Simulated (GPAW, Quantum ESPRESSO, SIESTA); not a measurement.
# Birch–Murnaghan line for wurtzite GaN, QE, PBE

Calculated with Quantum ESPRESSO 7.5: PBE; plane waves, GBRV 1.5 ultrasoft, 50/300 Ry; k-mesh 8×8×4. The volume is changed in steps from typed lattice constants. V0 = 11.755 Å³ an atom is where a Birch–Murnaghan fit to this level's pressures, the withheld one apart, crosses zero; rows within 2.5 % of V0 are left out, since F is ill-conditioned there. Shape and atoms were relaxed at QE, PBE at each point.

| volume (Å³/atom) | pressure (GPa) |
| --- | --- |
| 10.822 | 17.21 |
| 11.057 | 12.16 |
| 11.292 | 7.596 |
| 12.233 | -6.322 |
| 12.469 | -8.97 |
| 12.704 | ? |

**Question.** Fit the third-order Birch–Murnaghan equation to the rows given and extrapolate to the withheld row.

**Working.**

Take the Eulerian strain f = ½[(V0/V)^(2/3) − 1] and the normalised pressure F = P / [3f(1 + 2f)^(5/2)]. The third-order Birch–Murnaghan equation is then the line F = B0 + (3/2)B0(B′ − 4) f, so u = f and v = F.

| u = f | v = F (GPa) |
| --- | --- |
| 0.0283399 | 176.361 |
| 0.0208271 | 175.742 |
| 0.0135758 | 174.427 |
| -0.0131112 | 171.768 |
| -0.0192743 | 171.149 |

With n = 5: mean u = 0.00607144, mean v = 173.889, Σ(u − ū)² = 0.0017803, Σ(u − ū)(v − v̄) = 0.19657. Slope b = 0.19657 / 0.0017803 = 110.41; intercept a = v̄ − b ū = 173.22.

So B0 = 173.2 GPa and B′ = 4 + 2b/(3a) = 4.42. At the withheld volume f = -0.02522, F = 170.4 GPa, and P = 3f(1 + 2f)^(5/2) F.

Prediction at 12.704: -11.33 GPa. The run gave -11.31 GPa, so the fit is low by 0.020 GPa (0.18 % of the value).

A fit to this level's energies over the whole scan gives V0 = 11.787 Å³, B0 = 171.6 GPa and B′ = 4.48. Among the rows given, the largest miss of the fit is at 11.057, by 0.015 GPa (0.054 % of the range of the table).

Limits: The nuclei are static. The DFT runs use Fermi–Dirac occupations of width 0.01 eV, and energies are free energies.

[Hosts, paths, dates, database ids (printed as entryN), source tags and the programs' standing remarks are cut or masked in the printed files.]
